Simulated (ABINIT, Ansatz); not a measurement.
# Ba2IBrF2 (P4mm): G0W0 with ABINIT, start to end

How does a plane-wave GW calculation on Ba2IBrF2 (P4mm) run from the first input to the gap?

Main program and level: ABINIT 10.8.3; PBEsol and many-body steps on it, plane waves.

### Step 1. Set-up

Symmetry: P4mm, No. 99, tetragonal system. The conventional cell has a = 4.623 Å, b = 4.623 Å, c = 7.991 Å, α = 90.00°, β = 90.00°, γ = 90.00°. Nearest to Ba lie 4 F at 2.70 Å and 4 I at 3.59 Å and 2 Br at 3.89 to 4.10 Å. Ba has 4 F at 2.73 Å and 4 Br at 3.50 Å and 2 I at 3.65 to 4.35 Å and 4 Ba at 4.34 Å nearest. I has 6 Ba at 3.59 to 4.35 Å nearest. Nearest to Br lie 6 Ba at 3.50 to 4.10 Å and 4 F at 3.55 Å. Nearest to F lie 4 Ba at 2.70 to 2.73 Å. Farther neighbours and most contacts between anions are not listed.

The cell and positions are those that the Materials Project relaxed with its own functionals (PBE, PBE+U or r2SCAN), kept fixed. Spin-orbit coupling is left out unless a step names it.

### Step 2. Ground state

This step: ABINIT 10.8.3; DFT, PBEsol, plane waves, norm-conserving pseudopotentials.

The ground-state density comes first.

run.abi reads:

```
acell 3*1.0 Angstrom
rprim 
  4.623364000000 0.000000000000 0.000000000000
  0.000000000000 4.623364000000 0.000000000000
  0.000000000000 0.000000000000 7.991386000000
ntypat 4
znucl 56 53 35 9
natom 6
typat 1 1 2 3 4 4
xred 
  0.500000000000 0.500000000000 0.827396000000
  0.000000000000 0.000000000000 0.185191000000
  0.000000000000 0.000000000000 0.641387000000
  0.500000000000 0.500000000000 0.340098000000
  0.500000000000 0.000000000000 0.002964000000
  0.000000000000 0.500000000000 0.002964000000
pp_dirpath "pseudos"
pseudos "Ba.upf, I.upf, Br.upf, F.upf"
ecut 36
ngkpt 4 4 4
nshiftk 1
shiftk 0 0 0
kptopt 1
chksymbreak 0
nband 31
occopt 1
tolvrs 1e-10
nstep 60
prtwf 0
optforces 0
optstress 0
indata_prefix "in"
outdata_prefix "out"
tmpdata_prefix "tmp"
```

Run with:

```
OMP_NUM_THREADS=1 mpirun -n 4 abinit run.abi > log
```

Numbers of over 12 decimals in the logs are rounded to 6 here.

Output:

```text
.Version 10.8.3 of ABINIT. v10.8.2 released Aug 2026.

 Symmetries : space group P4 m m (# 99); Bravais tP (primitive tetrag.)
================================================================================
 Values of the parameters that define the memory need of the present run
     intxc =       0    ionmov =       0      iscf =       7    lmnmax =       6
     lnmax =       6     mgfft =      90  mpssoang =       3    mqgrid =    4079
     natom =       6  nloc_mem =       1    nspden =       1   nspinor =       1
    nsppol =       1      nsym =       8    n1xccc =    2501    ntypat =       4
    occopt =       1   xclevel =       2
-    mband =          31        mffmem =           1         mkmem =           5
       mpw =       11928          nfft =      207360          nkpt =          18
================================================================================
  Rough estimation (10% accuracy) of disk space for files :
================================================================================

--------------------------------------------------------------------------------
------------- Echo of variables that govern the present computation ------------
--------------------------------------------------------------------------------
 -outvars: echo values of preprocessed input variables --------
            acell      1.8897261259E+00  1.8897261259E+00  1.8897261259E+00 Bohr

      chksymbreak           0
             ecut      3.60000000E+01 Hartree
-          fftalg         312

              ixc     -116133
              kpt      0.00000000E+00  0.00000000E+00  0.00000000E+00
                       2.50000000E-01  0.00000000E+00  0.00000000E+00
                       5.00000000E-01  0.00000000E+00  0.00000000E+00
                       2.50000000E-01  2.50000000E-01  0.00000000E+00
                       5.00000000E-01  2.50000000E-01  0.00000000E+00
                       5.00000000E-01  5.00000000E-01  0.00000000E+00
                       0.00000000E+00  0.00000000E+00  2.50000000E-01
                       2.50000000E-01  0.00000000E+00  2.50000000E-01
                       5.00000000E-01  0.00000000E+00  2.50000000E-01
   [... 7 further rows ...]
                       5.00000000E-01  2.50000000E-01  5.00000000E-01
                       5.00000000E-01  5.00000000E-01  5.00000000E-01
         kptrlatt        4    0    0      0    4    0      0    0    4
          kptrlen      3.49475670E+01
P           mkmem           5
            natom           6
            nband          31
            ngfft          48      48      90
             nkpt          18
            nstep          60
             nsym           8
           ntypat           4
              occ      2.000000  2.000000  2.000000  2.000000  2.000000  2.000000
                       2.000000  2.000000  2.000000  2.000000  2.000000  2.000000
                       2.000000  2.000000  2.000000  2.000000  2.000000  2.000000
                       2.000000  2.000000  2.000000  2.000000  2.000000  2.000000
                       0.000000  0.000000  0.000000  0.000000  0.000000  0.000000
                       0.000000
        optforces           0
        optstress           0
            prtwf           0
            rprim      4.6233640000E+00  0.0000000000E+00  0.0000000000E+00
[...]
spgroup          99

           tolvrs      1.00000000E-10

             xred      5.0000000000E-01  5.0000000000E-01  8.2739600000E-01
[...]
znucl       56.00000   53.00000   35.00000    9.00000

================================================================================

 chkinp: Checking input parameters for consistency.

================================================================================
== DATASET  1 ==================================================================
-   mpi_nproc: 4, omp_nthreads: 1 (-1 if OMP is not activated)

--- !DatasetInfo
iteration_state: {dtset: 1, }
dimensions: {natom: 6, nkpt: 18, mband: 31, nsppol: 1, nspinor: 1, nspden: 1, mpw: 11928, }
cutoff_energies: {ecut:  36.0, pawecutdg:  -1.0, }
electrons: {nelect:   4.80000000E+01, charge:   0.00000000E+00, occopt:   1.00000000E+00, tsmear:   1.00000000E-02, }

 Real(R)+Recip(G) space primitive vectors, cartesian coordinates (Bohr,Bohr^-1):
 R(1)=  8.7368917  0.0000000  0.0000000  G(1)=  0.1144572  0.0000000  0.0000000
 R(2)=  0.0000000  8.7368917  0.0000000  G(2)=  0.0000000  0.1144572  0.0000000
 R(3)=  0.0000000  0.0000000 15.1015309  G(3)=  0.0000000  0.0000000  0.0662185
 Unit cell volume ucvol=  1.1527493E+03 bohr^3
 Angles (23,13,12)=  9.00000000E+01  9.00000000E+01  9.00000000E+01 degrees

 getcut: wavevector=  0.0000  0.0000  0.0000  ngfft=  48  48  90
         ecut(hartree)=     36.000   => boxcut(ratio)=   2.03408

--- Pseudopotential description ------------------------------------------------
- Ba Generated using ONCVPSP code by D. R. Hamann
- 56.00000  10.00000  180301                  znucl, zion, pspdat
12 -116133 2 -1 1936                          pspcod,pspxc,lmax,lloc,mmax
     nproj     2     2     2
  pspatm : epsatm=   26.37418133
         --- l  ekb(1:nproj) -->
[...]
pspatm: atomic psp has been read  and splines computed

- I Generated using ONCVPSP code by D. R. Hamann
[...]
- 35.00000   7.00000  180301                  znucl, zion, pspdat
12 -116133 2 -1 1098                          pspcod,pspxc,lmax,lloc,mmax
     nproj     2     2     2
  pspatm : epsatm=   10.94932683
         --- l  ekb(1:nproj) -->
[...]
pspatm: atomic psp has been read  and splines computed

- F Generated using ONCVPSP code by D. R. Hamann
-  9.00000   7.00000  180301                  znucl, zion, pspdat
12 -116133 2 -1 832                           pspcod,pspxc,lmax,lloc,mmax
     nproj     2     2     1
  pspatm : epsatm=    4.89824381
         --- l  ekb(1:nproj) -->
[...]
2   -2.394754
 pspatm: atomic psp has been read  and splines computed

   4.39855496E+03                                ecore*ucvol(ha*bohr**3)
--------------------------------------------------------------------------------

_setup2: Arith. and geom. avg. npw (full set) are   11892.922   11892.907

================================================================================

--- !BeginCycle
iteration_state: {dtset: 1, }
solver: {iscf: 7, nstep: 60, nline: 4, wfoptalg: 0, }
tolerances: {tolvrs: 1.00E-10, }

     iter   Etot(hartree)      deltaE(h)  residm     vres2
 ETOT  1  -134.11148543985    -1.341E+02 9.692E-02 1.560E+03
 ETOT  2  -134.22252913393    -1.110E-01 8.663E-03 5.841E+02
 ETOT  3  -134.44247728397    -2.199E-01 4.039E-03 2.823E+02
 ETOT  4  -134.45734089723    -1.486E-02 2.049E-03 4.272E+01
 ETOT  5  -134.45833889488    -9.980E-04 2.725E-03 3.093E+00
 ETOT  6  -134.45845959061    -1.207E-04 9.932E-04 4.368E-01
 ETOT  7  -134.45847029661    -1.071E-05 2.129E-03 1.488E-02
 ETOT  8  -134.45847063081    -3.342E-07 7.508E-04 2.828E-03
 ETOT  9  -134.45847068621    -5.540E-08 8.672E-04 4.708E-04
 ETOT 10  -134.45847069585    -9.645E-09 5.653E-04 3.729E-05
 ETOT 11  -134.45847069668    -8.250E-10 3.321E-04 1.338E-06
 ETOT 12  -134.45847069674    -6.202E-11 2.369E-04 4.635E-08
 ETOT 13  -134.45847069676    -2.345E-11 1.222E-04 7.298E-09
 ETOT 14  -134.45847069675     1.199E-11 7.975E-05 2.834E-10
 ETOT 15  -134.45847069675    -2.586E-12 8.827E-05 1.888E-11

 At SCF step   15       vres2   =  1.89E-11 < tolvrs=  1.00E-10 =>converged.

--- !ResultsGS
iteration_state: {dtset: 1, }
comment   : Summary of ground state results
lattice_vectors:
- [  8.7368917,   0.0000000,   0.0000000, ]
- [  0.0000000,   8.7368917,   0.0000000, ]
- [  0.0000000,   0.0000000,  15.1015309, ]
lattice_lengths: [   8.73689,    8.73689,   15.10153, ]
lattice_angles: [ 90.000,  90.000,  90.000, ] # degrees, (23, 13, 12)
lattice_volume:   1.1527493E+03
convergence: {deltae: -2.586E-12, res2:  1.888E-11, residm:  8.827E-05, diffor:  0.000E+00, }
etotal    :  -1.34458471E+02
entropy   :   0.00000000E+00
fermie    :   8.80725935E-02
cartesian_stress_tensor: null
pressure_GPa: null
xred      :
- [  5.0000E-01,   5.0000E-01,   8.2740E-01, Ba]
- [  0.0000E+00,   0.0000E+00,   1.8519E-01, Ba]
- [  0.0000E+00,   0.0000E+00,   6.4139E-01,  I]
- [  5.0000E-01,   5.0000E-01,   3.4010E-01, Br]
- [  5.0000E-01,   0.0000E+00,   2.9640E-03,  F]
- [  0.0000E+00,   5.0000E-01,   2.9640E-03,  F]
cartesian_forces: null
force_length_stats: {min: null, max: null, mean: null, }

 Integrated electronic density in atomic spheres:
 ------------------------------------------------
 Atom  Sphere_radius  Integrated_density
[...]
================================================================================

 ----iterations are completed or convergence reached----

 Mean square residual over all n,k,spin=   66.589E-08; max=  88.271E-06
 reduced coordinates (array xred) for    6 atoms
[...]
0.000000000000      0.000000000000      0.185191000000
       0.000000000000      0.000000000000      0.641387000000
       0.500000000000      0.500000000000      0.340098000000
       0.500000000000      0.000000000000      0.002964000000
       0.000000000000      0.500000000000      0.002964000000
 rms dE/dt=  0.0000E+00; max dE/dt=  0.0000E+00; dE/dt below (all hartree)
    1       0.000000000000      0.000000000000      0.000000000000
    2       0.000000000000      0.000000000000      0.000000000000
    3       0.000000000000      0.000000000000      0.000000000000
    4       0.000000000000      0.000000000000      0.000000000000
    5       0.000000000000      0.000000000000      0.000000000000
    6       0.000000000000      0.000000000000      0.000000000000

 cartesian coordinates (angstrom) at end:
    1      2.311682     2.311682     6.612041
    2      0.000000     0.000000     1.479933
    3      0.000000     0.000000     5.125571
    4      2.311682     2.311682     2.717854
    5      2.311682     0.000000     0.023686
    6      0.000000     2.311682     0.023686
 length scales=  1.889726125908  1.889726125908  1.889726125908 bohr
              =  1.000000000000  1.000000000000  1.000000000000 angstroms
 prteigrs : about to open file out_EIG
 Fermi (or HOMO) energy (hartree) =   0.08807   Average Vxc (hartree)=  -0.33044
 Eigenvalues (hartree) for nkpt=  18  k points:
 kpt#   1, nband= 31, wtk=  0.01563, kpt=  0.0000  0.0000  0.0000 (reduced coord)
  -0.85878   -0.85456   -0.69051   -0.68937   -0.38071   -0.32098   -0.31467   -0.31467
  -0.30660   -0.30648   -0.30648   -0.28954   -0.03364   -0.02921   -0.02912   -0.02912
  -0.01167   -0.01167    0.03780    0.05634    0.05634    0.08139    0.08807    0.08807
   0.24426    0.25553    0.27191    0.29581    0.29954    0.32803    0.33363
 prteigrs : prtvol=0 or 1, do not print more k-points.

--- !EnergyTerms
iteration_state     : {dtset: 1, }
comment             : Components of total free energy in Hartree
kinetic             :  5.27107649779386E+01
hartree             :  3.67825829695012E+01
xc                  : -3.32892159115124E+01
Ewald energy        : -8.70123583806601E+01
psp_core            :  3.81570805061811E+00
local_psp           : -1.13369617719687E+02
non_local_psp       :  5.90366531704985E+00
total_energy        : -1.34458470696751E+02
total_energy_eV     : -3.65880138017322E+03
band_energy         : -1.08349092488791E+01

== END DATASET(S) ==============================================================
================================================================================

 -outvars: echo values of variables after computation  --------
           etotal     -1.3445847070E+02
            nband          31
             nkpt          18
          spgroup          99
 [... the other variables as echoed above ...]

 Calculation completed.
```

Wall time 1.9 min (4 MPI ranks of Arm Neoverse V1, shared host); peak memory 0.59 GiB.

Numbers from this step:

```yaml
total_energy: -3658.8014 eV
gap: 4.250 eV
k_of_the_valence_top: 0, 0, 0
k_of_the_conduction_bottom: 0, 0, 0
least_direct_gap: 4.250 eV
```

The gap is direct, at Γ.

(Part 1 of 3 ends here.)

[Paths, hosts, dates, memory and timing lines, banners, echoed tables and standing remarks are left out of the program output.]

[Logs are printed without paths, hosts, clocks, repeated set-up lines and the standing remarks that a program may print on its own settings, such as how far it seeks lower states.]

[Runs of the session that timed out or met a known fault of the program may be left out.]

[Hosts, paths, dates, database ids (printed as entryN), source tags and the programs' standing remarks are cut or masked in the printed files.]

[G0W0 gaps are taken among the corrected bands and points alone; a level outside them can change the order at an edge.]

[Where Ansatz stands beside ABINIT at settings called matched, ABINIT's density can come from a denser mesh and the files from another edition; pairs whose starting gaps differed by over 0.03 eV were left out, so agreement reads better than it is.]
